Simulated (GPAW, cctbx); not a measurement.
## How far are the atoms of NaSrSnSbS6 from free atoms?

Question: by how much does bonding change the X-ray structure factors of NaSrSnSbS6, and what does a routine refinement make of it?

The cell comes from substitution in a known structure type and wasn't matched to any measured phase. All numbers below are calculated.

## Step 1: Find the equilibrium geometry

The density hangs on the geometry, so cell and atoms are relaxed first, with the symmetry held. The cutoff is set higher than for the density because stress converges slowly with plane waves.

Settings: GPAW 26.7.0, PBE, 570 eV, 3×3×3 k-points, Fermi–Dirac width 0.05 eV, BFGS to 0.03 eV/Å.

```text
cell
1.0
     0.000000000    4.731000000    4.731000000
     4.731000000    0.000000000    4.731000000
     4.731000000    4.731000000    0.000000000
Sb Sn Sr S Na
1 1 1 6 1
Direct
0.000000000 0.000000000 0.000000000
0.500000000 0.500000000 0.500000000
0.250000000 0.250000000 0.250000000
0.251800000 0.251800000 0.748200000
0.748200000 0.748200000 0.251800000
0.251800000 0.748200000 0.251800000
0.748200000 0.251800000 0.748200000
0.251800000 0.748200000 0.748200000
0.748200000 0.251800000 0.251800000
0.750000000 0.750000000 0.750000000
```

```console
$ OMP_NUM_THREADS=1 mpirun -n 4 gpaw python run.py > gpaw.log
```

```text
BFGS:    0      -38.609872        2.072806
BFGS:    1      -38.828857        1.947571
BFGS:    2      -39.567738        1.411875
BFGS:    3      -40.007550        0.948338
...
BFGS:    6      -40.499209        0.480290
BFGS:    7      -40.538336        0.148858
BFGS:    8      -40.544200        0.023737
cell  7.1437 7.1437 7.1437  60.00 60.00 60.00
volume 257.782 A^3, largest force 0.002 eV/A, largest stress 0.15 GPa
```

The cell moved far, while the k-mesh and basis were chosen for the start, so the final shape may be somewhat biased.

After 8 steps the volume has changed by +21.7 % and the energy by -1.934 eV; the largest stress left is 0.15 GPa. It took 58 s on 4 cores of AMD EPYC 9B45 (Zen 5) (shared host), peak memory 1.6 GiB.

Relaxed structure: F-43m (no. 216), a = 10.1027 Å, b = 10.1027 Å, c = 10.1027 Å, α = 90.00°, β = 90.00°, γ = 90.00°.

| atom | mult. | x | y | z |
| --- | --- | --- | --- | --- |
| Sb1 | 4 | 0 | 0 | 0 |
| Sn1 | 4 | 1/2 | 0 | 0 |
| Sr1 | 4 | 1/4 | 1/4 | 3/4 |
| S1 | 24 | 1/2 | 0.2514 | 0 |
| Na1 | 4 | 1/4 | 3/4 | 3/4 |

## Step 2: Density and charge transfer

X-rays see the whole electron density, so the PAW density is rebuilt with its core regions. Subtracting spherical free atoms from the same code cancels the cores and leaves the deformation density Δρ, the part due to bonding.

Settings: PBE, 450 eV, 3×3×3 k-points, Fermi–Dirac width 0.05 eV; primitive cell of 10 atoms.

```console
$ OMP_NUM_THREADS=1 mpirun -n 4 gpaw python run.py > gpaw.log
```

```text
|iter:   1|       0s |  -42.329021 | +0.43 |       |
|iter:   2|       1s |  -41.971678 | -0.90 | -1.11 |
|iter:   3|       1s |  -40.436019 | -0.90 | -1.16 |
...
|iter:   9|       4s |  -40.393347c| -6.29 | -4.10c|
|iter:  10|       4s |  -40.393347c| -6.96 | -4.79c|
|iter:  11|       4s |  -40.393347c| -7.58c| -5.36c|
```

```text
grid (70, 70, 70)  electrons 246.000  moved by bonding 2.115 e
deformation density beyond 0.5 A of the nuclei: max 0.075, min -0.088 e/A^3
atom        x       y       z   Voronoi charge  moment
Sb1    0.0000  0.0000  0.0000      0.470       0.00
Sn2    0.5000  0.5000  0.5000      0.413       0.00
Sr3    0.7500  0.7500  0.7500      0.382       0.00
S 4    0.7514  0.2486  0.7514     -0.267       0.00
S 5    0.2486  0.7514  0.2486     -0.267       0.00
S 6    0.2486  0.2486  0.7514     -0.267       0.00
S 7    0.7514  0.7514  0.2486     -0.267       0.00
S 8    0.2486  0.7514  0.7514     -0.267       0.00
S 9    0.7514  0.2486  0.2486     -0.267       0.00
Na10   0.2500  0.2500  0.2500      0.338       0.00
mean inner potential of superposed free atoms 12.999 V
total magnetic moment 0.000 muB
```

Deformation density in a plane through the shortest contact of the Sb atom at the origin, in 0.01 e/Å³ (clipped at ±99); x from -1.6 to 4.1 Å, y from 2.4 down to -2.4 Å:

```text
  1   3   5   1   .   .   5   4   1   0  -1  -1  -1   0   2   5
  0   2   3  -1  -6  -4   2   2   1   0   0  -1   0   0   1   3
  0   0   1   4   6   5   2   1   0   0   0   1   0   0   0   1
  0  -1  -1   2   5   3   0  -1   0   1   2   3   2   1  -1  -1
  2  -1  -5  -6  -3  -5  -6  -3   1   2   4   5   3   2   0  -3
  4   3  -5  -2   .   0  -5   0   5   1  -2   .  -2   3   3  -4
  6   5  -3   5   .   .  -2   2   7  -2   .   .  -6   2   5  -3
  4   3  -5  -2   .   0  -5   0   5   1  -2   .  -2   3   3  -4
  2  -1  -5  -6  -3  -5  -6  -3   1   2   4   5   3   2   0  -3
  0  -1  -1   2   5   3  -1  -1   0   1   2   3   2   1  -1  -1
  0   0   1   4   6   5   2   1   0   0   0   1   0   0   0   1
  0   2   3  -1  -6  -4   2   2   1   0  -1  -1   0   0   1   3
  1   3   5   1   .   .   5   4   1   0  -1  -1  -1   0   2   5
```

Atoms in or within 0.15 Å of the plane: Sb (0.0, 0.0), S (2.5, 0.0) Å. Dots mark points within about 0.45 Å of a nucleus; large values next to them are atomic features.

S gains most (-0.27 e) and Sb loses most (+0.47 e); S is the most electronegative element, but the order of the others doesn't follow electronegativity. Such charges fall far short of formal ones, since overlapping free atoms already put density on their neighbours. Along the shortest contact from the Sb atom at the map's origin, Sb–S at 2.51 Å, Δρ is +0.06 e/Å³ at the midpoint and highest, +0.07, 1.44 Å from Sb (points within 0.5 Å of a nucleus left out): a modest build-up. At the midpoints of other shortest contacts it is +0.04 (Sn–S, 2.54 Å) e/Å³. Point values carry grid noise of about 0.01 e/Å³. The run needed 11 iterations, 10 s.

## Step 3: Structure factors

The Fourier components of Δρ, added to those of the free atoms, give the static X-ray structure factors; the Mott–Bethe relation turns them into the Fourier components V of the potential that fast electrons feel.

```text
static structure factors of the conventional cell: F in electrons, V (Mott-Bethe) in volts
   h  k  l      d  |F| table  |F| free   |F| DFT   change   |V| free  |V| DFT  change %
   1  1  1  5.8328   100.840   101.104   101.113    0.008     1.080    1.080     -0.1
   0  2  0  5.0514   311.519   311.284   311.769    0.485     2.806    2.751     -2.0
   0  2  2  3.5718   418.370   418.582   415.207   -3.375     3.032    3.223      6.3
   1  3  1  3.0461    90.890    90.981    91.180    0.199     0.704    0.696     -1.2
   2  2  2  2.9164   107.077   107.307   110.922    3.615     2.595    2.458     -5.3
   0  4  0  2.5257   747.706   748.039   749.540    1.501     6.689    6.646     -0.6
   1  3  3  2.3177    84.835    84.912    85.122    0.210     0.552    0.547     -0.9
   0  4  2  2.2590   251.092   251.471   251.590    0.119     1.916    1.914     -0.1
   2  4  2  2.0622   368.544   368.125   368.943    0.817     1.963    1.947     -0.8
   3  3  3  1.9443    80.317    80.447    80.776    0.329     0.466    0.460     -1.2
   1  5  1  1.9443    80.570    80.707    80.773    0.066     0.470    0.469     -0.3
   0  4  4  1.7859   649.297   649.417   648.331   -1.086     4.742    4.757      0.3
   1  5  3  1.7077    76.780    76.949    76.802   -0.147     0.406    0.408      0.5
   2  4  4  1.6838   223.211   223.314   222.719   -0.595     1.418    1.426      0.5
```

The largest X-ray change is +3.62 e on 222, 3.4 % of |F|. For electrons V goes as (Z − F)/g², so a change of F counts against Z − F, which is small at low angle and wherever the atoms' terms cancel: |V| of 022 moves by +6.3 % (3.03 to 3.22 V) against -0.8 % in |F|. The last three rows still change by up to 1.09 e; the table stops while the angles are still low. The tabulated Hartree–Fock atoms differ from the free DFT atoms by up to 0.42 e, so the choice of reference atom matters too.

## Step 4: What a spherical-atom refinement makes of it

Routine crystallography fits spherical atoms. To see the bias, intensities are simulated from tabulated atoms plus the DFT change ΔF, so that bonding alone can misfit (11934 reflections of the full sphere, merged to the counts below, to 0.45 Å, 1 % proportional noise plus counting noise, assumed isotropic U as listed, Δρ smeared by the mean U) and refined with cctbx over different ranges.

```
                    range  data      R1  GooF  U Sb1 (true 0.0065)  U Sn1 (true 0.0066)  U Sr1 (true 0.0073)  U S1 (true 0.0098)  largest shift (Å)  Δρ max, min (e/Å³)
                 all data   647  0.0044  1.04               0.0065               0.0066               0.0073              0.0098             0.0005         0.13, -0.17
 low resolution, d > 0.84   123  0.0037  1.31               0.0064               0.0067               0.0073              0.0099             0.0058         0.08, -0.08
     high order, d < 0.75   480  0.0050  0.96               0.0065               0.0066               0.0073              0.0098             0.0000         0.14, -0.15
occupancies free, d > 0.7   195  0.0038  1.21               0.0060               0.0071               0.0073              0.0098             0.0006         0.09, -0.11
```

With all data GooF is 1.04, diluted by the many high-angle data; the misfit shows at low resolution; the top residual peak, near noise level, lies 0.89 Å from S and 2.66 Å from Sb. No U is off by more than 3 s.u. at low resolution. With Sb1 held at 1 and the scale free, the other occupancies refine to Sn1 1.028(0.019), Sr1 1.013(0.010), S1 1.013(0.010) and Na1 1.009(0.011), within three s.u. of full.

## Step 5: Answer

Bonding moves 2.12 e in the primitive cell of NaSrSnSbS6 and changes the structure factors of the conventional cell in the table above by at most 3.62 e (222, 3.4 %). The shortest bond, Sb–S, has Δρ = +0.06 e/Å³ at its midpoint. With all data GooF is 1.04, diluted by the many high-angle data. Limits: static density, frozen cores, no spin–orbit coupling.

[Outputs are excerpts: Python notices, other lines and further rows are left out; steps that failed or that the build refused (PBEsol, TPSS) are not shown.]

[Logs are printed without paths, hosts, clocks, repeated set-up lines and the standing remarks that a program may print on its own settings, such as how far it seeks lower states.]
